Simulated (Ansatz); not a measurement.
**IBrCl2: complex band structure**

Aim: relax a made-up compound, IBrCl2, and see how good a tunnel barrier it would be. It is built by putting I for part of the Br in the BrCl structure of space group Cmcm, with the volume rescaled by atomic radii. The parent structure comes from the Materials Project.

Program: Ansatz 0.2.0. Level of theory: LDA DFT, plane waves, PAW files, in the first sound run; inputs show where later runs differ. Results are calculated unless marked as measured.

The structure was built from a prototype and need not be the compound's stable phase.

## 1. The structure

Symmetry: C2/m, No. 12, monoclinic system. Conventional cell: a = 5.061 Å, b = 8.091 Å, c = 8.022 Å, α = 90.00°, β = 90.00°, γ = 90.00°. Br has 2 Cl at 2.48 Å nearest. Nearest to I lie 2 Cl at 2.48 Å. Cl has 1 Br at 2.48 Å and 1 I at 2.48 Å nearest. It derives from BrCl. I for part of the Br in the BrCl structure of space group Cmcm. Farther neighbours and most contacts between anions are not listed.

## 2. Cell and atoms at rest

The substituted atoms don't fit the parent's cell, so cell and atoms relax together. A small smearing keeps the run stable in case the gap closes on the way.

File input.yaml:

```yaml
crystal:
  lattice:
    - [4.0456360329, -2.5305380857, 0.0]
    - [4.0456360329, 2.5305380857, 0.0]
    - [0.0, 0.0, 8.0224098132]
  atoms:
    - { symbol: Br, position: [0.0, 0.0, 0.0] }
    - { symbol: I, position: [0.0, 0.0, 0.5] }
    - { symbol: Cl, position: [0.286648, 0.713352, 0.25] }
    - { symbol: Cl, position: [0.713352, 0.286648, 0.75] }
kpoints:
  mp_grid: { grid: [6, 6, 4] }
scf:
  occupations: { method: gaussian, width: 0.03 }
hamiltonian:
  xc: lda
output:
  forces: true
  stress: true
relax:
  f_tol: 0.02
  max_steps: 60
  cell: {}
```

On the command line:

```bash
$ ansatz run input.yaml --threads 2 --pin off --max-ram 4096MiB --backend cpu --events-out ev --progress --plain --runs-dir out
```

Numbers of over 12 decimals in the logs are rounded to 6 here.

The log of the run:

```text
Engine: ansatz 0.2.0, aarch64-unknown-linux-gnu
Pseudopotentials: kind: paw
Pseudopotential: Br, paw, valence charge 7, recommended cutoff 420 eV (normal), Br.paw.azcp
Pseudopotential: I, paw, valence charge 17, recommended cutoff 420 eV (normal), I.paw.azcp
Pseudopotential: Cl, paw, valence charge 7, recommended cutoff 420 eV (normal), Cl.paw.azcp
Functional definition: SPW92
  exchange = slater_x
  correlation = pw_c
Crystal: 4 atoms, lattice volume = 164.261 Å³
Basis set: ecut = 420 eV, 3207 PW (Γ)
Bands: 23, of which v1, the nominal top of the filled ones, is band 19 counted from 1 (18 counted from 0)
Symmetry: 4 space group operations
Space group: C2/m (ITA 12), of the structure as read, at distance tolerance 5.5e-5 Å
k-points: 47 of 144
Non-local potential: Br, projectors of the file, l = 0: 2, l = 1: 2, l = 2: 2
Non-local potential: I, projectors of the file, l = 0: 2, l = 1: 2, l = 2: 2, l = 3: 2
Non-local potential: Cl, projectors of the file, l = 0: 2, l = 1: 2, l = 2: 2
PAW form: soft (Blöchl's): semilocal exchange-correlation on the pseudo side does not see the compensation charge
PAW frozen core: Br, regenerated for the run's functional, and the local potential with it (the file was generated under x = pbe(κ = 0.804, μ = 0.219515), c = pbe(β = 0.066725))
PAW frozen core: I, regenerated for the run's functional, and the local potential with it (the file was generated under x = pbe(κ = 0.804, μ = 0.219515), c = pbe(β = 0.066725))
PAW frozen core: Cl, regenerated for the run's functional, and the local potential with it (the file was generated under x = pbe(κ = 0.804, μ = 0.219515), c = pbe(β = 0.066725))
PAW one-centre angular grid: Br, 110 points (default); XC on 64 Gauss nodes
PAW one-centre angular grid: I, 590 points (default); XC on 64 Gauss nodes
PAW one-centre angular grid: Cl, 110 points (default); XC on 64 Gauss nodes
Initial density: superposition of atomic densities (neutral atoms: chi_scale 0, normalization atom), corrected by the library's trained network
Initial wavefunctions: pseudopotential atomic-orbital guess
Functional: x = slater, c = lda
SCF iter   1: F=—  HF=-12137.795412 eV  |F-HF|=—  |Δ(HF+E_count)|=         —  Δρ=5.37e-3  dr2=5.39e-2  ethr=1.77e-3  ⟨swp⟩=8.2  Hψ=6166  notcnv=0
preconditioner: auto → Resta (q_TF=auto, 2.138 Å⁻¹)  ε∞=3.3  [insulator: Δε(μ)=1.362 eV  Ē_g=10.087 eV  σ=0.030 eV  W_gap=1.00  n_scr=22 (ndim 8)  ℏωp=15.3 eV  f_vac=0.223  D(μ)=0.00/eV (n_scr^D=0)  ε∞_Penn≈3.3]
SCF iter   2: F=—  HF=-12137.781926 eV  |F-HF|=—  |Δ(HF+E_count)|=   1.35e-2  Δρ=2.42e-3  dr2=7.32e-3  ethr=1.42e-4  ⟨swp⟩=3.4  Hψ=2058  notcnv=0
SCF iter   3: F=—  HF=-12137.780052 eV  |F-HF|=—  |Δ(HF+E_count)|=   1.87e-3  Δρ=6.64e-4  dr2=7.12e-4  ethr=1.93e-5  ⟨swp⟩=2.7  Hψ=2000  notcnv=0
SCF iter   4: F=—  HF=-12137.779972 eV  |F-HF|=—  |Δ(HF+E_count)|=   8.04e-5  Δρ=1.41e-4  dr2=7.05e-5  ethr=1.87e-6  ⟨swp⟩=2.0  Hψ=1575  notcnv=0
SCF iter   5: F=—  HF=-12137.779981 eV  |F-HF|=—  |Δ(HF+E_count)|=   9.40e-6  Δρ=5.15e-5  dr2=9.16e-6  ethr=1.86e-7  ⟨swp⟩=2.5  Hψ=1546  notcnv=0
SCF iter   6: F=—  HF=-12137.779984 eV  |F-HF|=—  |Δ(HF+E_count)|=   2.98e-6  Δρ=1.72e-5  dr2=7.83e-7  ethr=2.41e-8  ⟨swp⟩=2.1  Hψ=1612  notcnv=0
SCF iter   7: F=-12137.779985 eV  HF=-12137.779985 eV  |F-HF|=2.56e-8  |Δ(HF+E_count)|=   1.79e-7  Δρ=4.32e-6  dr2=5.25e-8  ethr=2.63e-10  ⟨swp⟩=5.0  Hψ=4281  notcnv=0
SCF 1 converged in 7 iterations: F = -12137.779985 eV  dr2 = 5.25e-8
  greatest PAW one-centre occupation: 1.000 electrons in one spin orbital (limit 2), on the I atom at site 1 (counted from 0), in its partial waves of l = 2
relax step   1: F+E_penalty+E_count = -12137.77998461 eV  Δ(F+E_penalty+E_count) = +0.000e0 eV  max|allowed force component| = 8.572e-1 eV/Å  Δτ_max = 0.0000 Å  P = -0.955 GPa  Ω = 164.261 Å³  (7 SCF iters, dr2 threshold 1.00e-7 eV, accepted)
Crystal: 4 atoms, lattice volume = 151.831 Å³
Basis set: ecut = 420 eV, 2981 PW (Γ)
Initial density: handed on by an earlier stage of this run
Initial wavefunctions: those handed on with the density
iter 1 solved again at ethr=8.71e-5 eV; its pass at ethr=3.10e-3 eV (dr2=3.31e-2 eV) is discarded
SCF iter   1: F=—  HF=-12137.951329 eV  |F-HF|=—  |Δ(HF+E_count)|=         —  Δρ=4.88e-3  dr2=3.34e-2  ethr=8.71e-5  ⟨swp⟩=2.2  Hψ=7447  notcnv=0
preconditioner: auto → Resta (q_TF=auto, 2.166 Å⁻¹)  ε∞=3.4  [insulator: Δε(μ)=1.770 eV  Ē_g=10.204 eV  σ=0.030 eV  W_gap=1.00  n_scr=22 (ndim 8)  ℏωp=15.9 eV  f_vac=0.157  D(μ)=0.00/eV (n_scr^D=0)  ε∞_Penn≈3.4]
SCF iter   2: F=—  HF=-12137.942837 eV  |F-HF|=—  |Δ(HF+E_count)|=   8.49e-3  Δρ=2.52e-3  dr2=8.01e-3  ethr=8.71e-5  ⟨swp⟩=2.3  Hψ=1285  notcnv=0
SCF iter   3: F=—  HF=-12137.940484 eV  |F-HF|=—  |Δ(HF+E_count)|=   2.35e-3  Δρ=3.07e-4  dr2=2.54e-4  ethr=2.11e-5  ⟨swp⟩=2.4  Hψ=1708  notcnv=0
SCF iter   4: F=—  HF=-12137.940480 eV  |F-HF|=—  |Δ(HF+E_count)|=   4.48e-6  Δρ=9.42e-5  dr2=3.03e-5  ethr=6.68e-7  ⟨swp⟩=2.4  Hψ=1722  notcnv=0
SCF iter   5: F=—  HF=-12137.940482 eV  |F-HF|=—  |Δ(HF+E_count)|=   1.75e-6  Δρ=2.94e-5  dr2=2.21e-6  ethr=7.99e-8  ⟨swp⟩=2.7  Hψ=1646  notcnv=0
SCF iter   6: F=-12137.940482 eV  HF=-12137.940482 eV  |F-HF|=8.86e-8  |Δ(HF+E_count)|=   2.74e-7  Δρ=1.16e-5  dr2=2.98e-7  ethr=1.05e-9  ⟨swp⟩=5.0  Hψ=4276  notcnv=0
SCF 2 converged in 6 iterations: F = -12137.940482 eV  dr2 = 2.98e-7
relax step   2: F+E_penalty+E_count = -12137.94048189 eV  Δ(F+E_penalty+E_count) = -1.605e-1 eV  max|allowed force component| = 1.944e-2 eV/Å  Δτ_max = 0.1076 Å  P = -1.018 GPa  Ω = 151.831 Å³  energy of the carried Pulay correction = +1.159e-3 eV  (6 SCF iters, dr2 threshold 4.00e-7 eV, accepted)
Crystal: 4 atoms, lattice volume = 134.637 Å³
Basis set: ecut = 420 eV, 2623 PW (Γ)
iter 1 solved again at ethr=7.76e-5 eV; its pass at ethr=3.10e-3 eV (dr2=2.95e-2 eV) is discarded
SCF iter   1: F=—  HF=-12138.040952 eV  |F-HF|=—  |Δ(HF+E_count)|=         —  Δρ=5.04e-3  dr2=3.00e-2  ethr=7.76e-5  ⟨swp⟩=2.1  Hψ=7469  notcnv=0
preconditioner: auto → Resta (q_TF=auto, 2.210 Å⁻¹)  ε∞=3.7  [insulator: Δε(μ)=1.822 eV  Ē_g=10.394 eV  σ=0.030 eV  W_gap=1.00  n_scr=22 (ndim 8)  ℏωp=16.9 eV  f_vac=0.078  D(μ)=0.00/eV (n_scr^D=0)  ε∞_Penn≈3.7]
SCF iter   2: F=—  HF=-12138.034021 eV  |F-HF|=—  |Δ(HF+E_count)|=   6.93e-3  Δρ=2.60e-3  dr2=6.51e-3  ethr=7.76e-5  ⟨swp⟩=2.2  Hψ=1280  notcnv=0
SCF iter   3: F=—  HF=-12138.032406 eV  |F-HF|=—  |Δ(HF+E_count)|=   1.61e-3  Δρ=3.66e-4  dr2=2.36e-4  ethr=1.71e-5  ⟨swp⟩=2.1  Hψ=1525  notcnv=0
SCF iter   4: F=—  HF=-12138.032395 eV  |F-HF|=—  |Δ(HF+E_count)|=   1.14e-5  Δρ=9.81e-5  dr2=2.14e-5  ethr=6.22e-7  ⟨swp⟩=2.5  Hψ=1682  notcnv=0
SCF iter   5: F=—  HF=-12138.032397 eV  |F-HF|=—  |Δ(HF+E_count)|=   1.64e-6  Δρ=2.34e-5  dr2=1.06e-6  ethr=5.63e-8  ⟨swp⟩=2.5  Hψ=1625  notcnv=0
SCF iter   6: F=-12138.032397 eV  HF=-12138.032397 eV  |F-HF|=8.06e-8  |Δ(HF+E_count)|=   1.00e-7  Δρ=8.29e-6  dr2=1.54e-7  ethr=1.05e-9  ⟨swp⟩=5.0  Hψ=4209  notcnv=0
SCF 3 converged in 6 iterations: F = -12138.032397 eV  dr2 = 1.54e-7
relax step   3: F+E_penalty+E_count = -12138.03239658 eV  Δ(F+E_penalty+E_count) = -9.191e-2 eV  max|allowed force component| = 3.135e-1 eV/Å  Δτ_max = 0.1105 Å  P = -0.244 GPa  Ω = 134.637 Å³  energy of the carried Pulay correction = +2.921e-3 eV  (6 SCF iters, dr2 threshold 4.00e-7 eV, accepted)
[...]
relax step   4: F+E_penalty+E_count = -12138.10978209 eV  Δ(F+E_penalty+E_count) = -7.739e-2 eV  max|allowed force component| = 1.563e-1 eV/Å  Δτ_max = 0.1050 Å  P = -0.032 GPa  Ω = 121.530 Å³  energy of the carried Pulay correction = +4.408e-3 eV  (6 SCF iters, dr2 threshold 4.00e-7 eV, accepted)
[...]
relax step   5: F+E_penalty+E_count = -12138.15086188 eV  Δ(F+E_penalty+E_count) = -4.108e-2 eV  max|allowed force component| = 4.706e-2 eV/Å  Δτ_max = 0.0203 Å  P = +0.130 GPa  Ω = 113.723 Å³  energy of the carried Pulay correction = +5.360e-3 eV  (6 SCF iters, dr2 threshold 4.00e-7 eV, accepted)
[...]
relax step   6: F+E_penalty+E_count = -12138.16465200 eV  Δ(F+E_penalty+E_count) = -1.379e-2 eV  max|allowed force component| = 1.031e-2 eV/Å  Δτ_max = 0.0924 Å  P = -0.047 GPa  Ω = 114.118 Å³  energy of the carried Pulay correction = +5.311e-3 eV  (6 SCF iters, dr2 threshold 4.00e-7 eV, accepted)
[...]
relax step   7: F+E_penalty+E_count = -12138.16674607 eV  Δ(F+E_penalty+E_count) = -2.094e-3 eV  max|allowed force component| = 4.593e-3 eV/Å  Δτ_max = 0.0188 Å  P = +0.000 GPa  Ω = 112.844 Å³  energy of the carried Pulay correction = +5.471e-3 eV  (6 SCF iters, dr2 threshold 1.43e-7 eV, accepted)
[...]
relax step   8: F+E_penalty+E_count = -12138.16338782 eV  Δ(F+E_penalty+E_count) = +3.358e-3 eV  max|allowed force component| = 4.787e-3 eV/Å  Δτ_max = 0.0000 Å  P = -0.010 GPa  Ω = 112.844 Å³  stress off target by 5.41e-2 GPa  SCF on the basis re-selected at this cell (its energy is not comparable with the rows above)  (6 SCF iters)
[...]
relax step   9: F+E_penalty+E_count = -12138.16347038 eV  Δ(F+E_penalty+E_count) = -8.255e-5 eV  max|allowed force component| = 3.621e-3 eV/Å  Δτ_max = 0.0040 Å  P = -0.006 GPa  Ω = 112.712 Å³  energy of the carried Pulay correction = +1.818e-5 eV  (6 SCF iters, dr2 threshold 7.32e-9 eV, accepted)
iter 1 solved again at ethr=2.07e-7 eV; its pass at ethr=3.10e-3 eV (dr2=7.85e-5 eV) is discarded
SCF iter   1: F=—  HF=-12138.163447 eV  |F-HF|=—  |Δ(HF+E_count)|=         —  Δρ=2.74e-5  dr2=1.81e-8  ethr=2.07e-7  ⟨swp⟩=4.2  Hψ=9663  notcnv=0
eigensolver tolerance schedule: the retry pair's looser diagonalisation over-reported the residual by 4326.07 of it (diagonalisation noise at 0.41 of the residual, at the tolerance the schedule requests for it); recorded, not acted on — ethr = c·dr2/N_el stays at c = 1.0e-1
preconditioner: auto → Resta (q_TF=auto, 2.276 Å⁻¹)  ε∞=4.1  [insulator: Δε(μ)=1.056 eV  Ē_g=10.560 eV  σ=0.030 eV  W_gap=1.00  n_scr=22 (ndim 8)  ℏωp=18.5 eV  f_vac=0.000  D(μ)=0.00/eV (n_scr^D=0)  ε∞_Penn≈4.1]
SCF iter   2: F=—  HF=-12138.163451 eV  |F-HF|=—  |Δ(HF+E_count)|=   3.88e-6  Δρ=1.38e-5  dr2=4.70e-9  ethr=4.78e-11  ⟨swp⟩=3.2  Hψ=2572  notcnv=0
SCF iter   3: F=—  HF=-12138.163451 eV  |F-HF|=—  |Δ(HF+E_count)|=   2.88e-7  Δρ=9.16e-7  dr2=2.57e-10  ethr=1.24e-11  ⟨swp⟩=2.1  Hψ=1549  notcnv=0
iter 4 did not close the SCF: its close was put off for the readings that it lacked (scf_convergence_deferred on its scf_iter line)
SCF iter   4: F=-12138.163451 eV  HF=-12138.163451 eV  |F-HF|=3.82e-11  |Δ(HF+E_count)|=  6.37e-10  Δρ=1.87e-7  dr2=2.91e-11  ethr=1.00e-12  ⟨swp⟩=2.0  Hψ=1971  notcnv=0
iter 5 did not close the SCF: its close was put off for the readings that it lacked (scf_convergence_deferred on its scf_iter line)
SCF iter   5: F=-12138.163451 eV  HF=-12138.163451 eV  |F-HF|=7.28e-12  |Δ(HF+E_count)|=  1.82e-11  Δρ=4.76e-8  dr2=2.00e-12  ethr=1.00e-12  ⟨swp⟩=1.0  Hψ=1081  notcnv=0
iter 6 did not close the SCF: its close was put off for the readings that it lacked (scf_convergence_deferred on its scf_iter line)
SCF iter   6: F=-12138.163451 eV  HF=-12138.163451 eV  |F-HF|=0.00e0  |Δ(HF+E_count)|=  7.28e-12  Δρ=9.00e-9  dr2=9.06e-14  ethr=1.00e-12  ⟨swp⟩=1.0  Hψ=1081  notcnv=0
iter 7 did not close the SCF: its close was put off for the readings that it lacked (scf_convergence_deferred on its scf_iter line)
SCF iter   7: F=-12138.163451 eV  HF=-12138.163451 eV  |F-HF|=1.82e-12  |Δ(HF+E_count)|=  1.82e-12  Δρ=6.44e-9  dr2=3.84e-14  ethr=1.00e-12  ⟨swp⟩=1.0  Hψ=1081  notcnv=0
SCF iter   8: F=-12138.163451 eV  HF=-12138.163451 eV  |F-HF|=3.64e-12  |Δ(HF+E_count)|=  1.82e-12  Δρ=3.76e-9  dr2=2.01e-14  ethr=1.00e-12  ⟨swp⟩=2.0  Hψ=2719  notcnv=0
SCF 10 converged in 8 iterations: F = -12138.163451 eV  dr2 = 2.01e-14
relax step  10: F+E_penalty+E_count = -12138.16345126 eV  Δ(F+E_penalty+E_count) = +1.912e-5 eV  max|allowed force component| = 3.622e-3 eV/Å  Δτ_max = 0.0000 Å  P = -0.006 GPa  Ω = 112.712 Å³  stress off target by 2.39e-2 GPa  SCF on the basis re-selected at this cell (its energy is not comparable with the rows above)  (8 SCF iters)
basis re-selected at this cell: Δ(F+E_penalty+E_count) = +1.912e-5 eV, ΔP = +0.000 GPa vs the last step (what re-selecting the basis moved, of the pressure what is left beyond the Pulay correction that the steps carried, after the strain that the cell walked since its last selection, with what the two solves' SCF thresholds leave and, on support functions, any second-order correction that the steps lacked; it is no m [...]
SCF converged after 8 iterations
Free energy (F): -12138.163451 eV
Harris-Foulkes:  -12138.163451 eV  (|F-HF|=3.64e-12)
Internal energy: -12138.163451 eV  (E = F + TS)
E sigma→0 (E₀):  -12138.163451 eV
Fermi energy:    4.788464 eV
--- Per-component energies (eV) ---
  E_band       = -462.792992
  E_kinetic    = 642.368167
  E_local      = -2961.292034  (includes V_loc(G=0)·N_el)
  E_nonlocal   = 45.014542
  E_hartree    = 1353.795613
  E_xc         = -597.939439
  E_vxc        = -473.350267  (∫ρ·V_xc dr)
  E_paw        = -8068.198726  (= ΣΔE_a)
  E_vpaw       = -423.124913  (= ΣTr[D̂ρ^β])
  E_aug_tail   = 0.000280  (compensation charges beyond the density's cutoff)
  E_ewald      = -2553.280564
  E_core_change = 1.368710  (= ΣΔE_core)
  E_smearing   = -0.000000  (= −TS)
  E_closure    = 0.000000  (closes the sum)
  Σ components = -12138.163451   (vs F -12138.163451, Δ=0.00e0)
--- Forces (eV/Å), atoms counted from 1 ---
  atom   1  Br     0.00000000     0.00000000     0.00000000
  atom   2  I      0.00000000     0.00000000     0.00000000
  atom   3  Cl     0.00000000    -0.00010214     0.00362192
  atom   4  Cl     0.00000000     0.00010214    -0.00362192
  max |Σ_I F_I| component: 1.36e-20 eV/Å
--- Stress (GPa, compression-positive) ---
        0.005107       0.000000       0.000000
        0.000000      -0.020620      -0.008375
        0.000000      -0.008375      -0.002219
  P = ⅓ Tr σ = -0.0059 GPa (-0.059 kbar)
--- Relaxed structure (8 steps of the walk, 8 accepted, 2 SCFs on fresh bases) ---
  F+E_penalty+E_count = -12138.16345126 eV   max|allowed force component| = 3.622e-3 eV/Å   (the final SCF, on the basis selected at the relaxed cell)
  cell:  # Å, volume = 112.7120 Å³
    - [3.225880, -2.208168, -0.013130]
    - [3.225880, 2.208168, 0.013130]
    - [0.0, 0.041626, 7.911763]
  atoms:
    - { symbol: Br, position: [-6.855156560494706e-19, 6.855156560494706e-19, 0.0] }
    - { symbol: I, position: [-8.673617379884035e-19, 8.673617379884035e-19, 0.5] }
    - { symbol: Cl, position: [0.331800, 0.668200, 0.240130] }
    - { symbol: Cl, position: [0.668200, 0.331800, 0.759870] }
```

Elapsed: 38 s, on 2 threads of Arm Neoverse V2, shared host; peak memory 0.47 GiB; 76 s of CPU time.

The steps of the relaxation:

```
step  energy less that of the first step (eV)  largest force component (eV/Å)  pressure (GPa)  volume (Å³)
   1                                   0.0000                          0.8572           -0.96       164.26
   2                                  -0.1605                          0.0194           -1.02       151.83
   3                                  -0.2524                          0.3135           -0.24       134.64
   4                                  -0.3298                          0.1563           -0.03       121.53
   5                                  -0.3709                          0.0471            0.13       113.72
   6                                  -0.3847                          0.0103           -0.05       114.12
   7                                  -0.3868                          0.0046            0.00       112.84
  8*                                  -0.3834                          0.0048           -0.01       112.84
   9                                  -0.3835                          0.0036           -0.01       112.71
 10*                                  -0.3835                          0.0036           -0.01       112.71
```

Relaxation steps marked * repeat the geometry before them on a plane-wave basis chosen anew for their cell, so energy and pressure can jump there.

The run keeps the 4 symmetry operations that it works with, so distortions that break them were not tested.

| cell as run | before | after | change |
| --- | --- | --- | --- |
| a (Å) | 4.772 | 3.909 | -18.1 % |
| b (Å) | 4.772 | 3.909 | -18.1 % |
| c (Å) | 8.022 | 7.912 | -1.4 % |
| α (°) | 90.00 | 89.64 | -0.4 % |
| β (°) | 90.00 | 90.36 | +0.4 % |
| γ (°) | 64.05 | 68.79 | +7.4 % |
| volume (Å³/atom) | 41.07 | 28.18 | -31.4 % |

The atoms that moved most (Å, as changes of fractional coordinates times the final cell):

| atom | dx | dy | dz | length |
| --- | --- | --- | --- | --- |
| Cl4 | 0.000 | 0.200 | 0.079 | 0.215 |
| Cl3 | 0.000 | -0.200 | -0.079 | 0.215 |

Final coordinates:

```xyz
4
Lattice="3.2259 -2.2082 -0.0131 3.2259 2.2082 0.0131 0.0000 0.0416 7.9118" Properties=species:S:1:pos:R:3 pbc="T T T"
Br    0.0000    0.0000    0.0000
I     0.0000    0.0208    3.9559
Cl    3.2259    0.7528    1.9043
Cl    3.2259   -0.7112    6.0075
```

This step gave:

```yaml
free_energy: -12138.1635 eV
fermi_energy: 4.788 eV
pressure: -0.005911 GPa
```

The largest force component on a free atom ends at 0.0036 eV/Å.

(Continued in part 2 of 3.)

[Logs are printed without paths, hosts, clocks, repeated set-up lines and the standing remarks that a program may print on its own settings, such as how far it seeks lower states.]

[Hosts, paths, dates, database ids (printed as entryN), source tags and the programs' standing remarks are cut or masked in the printed files.]
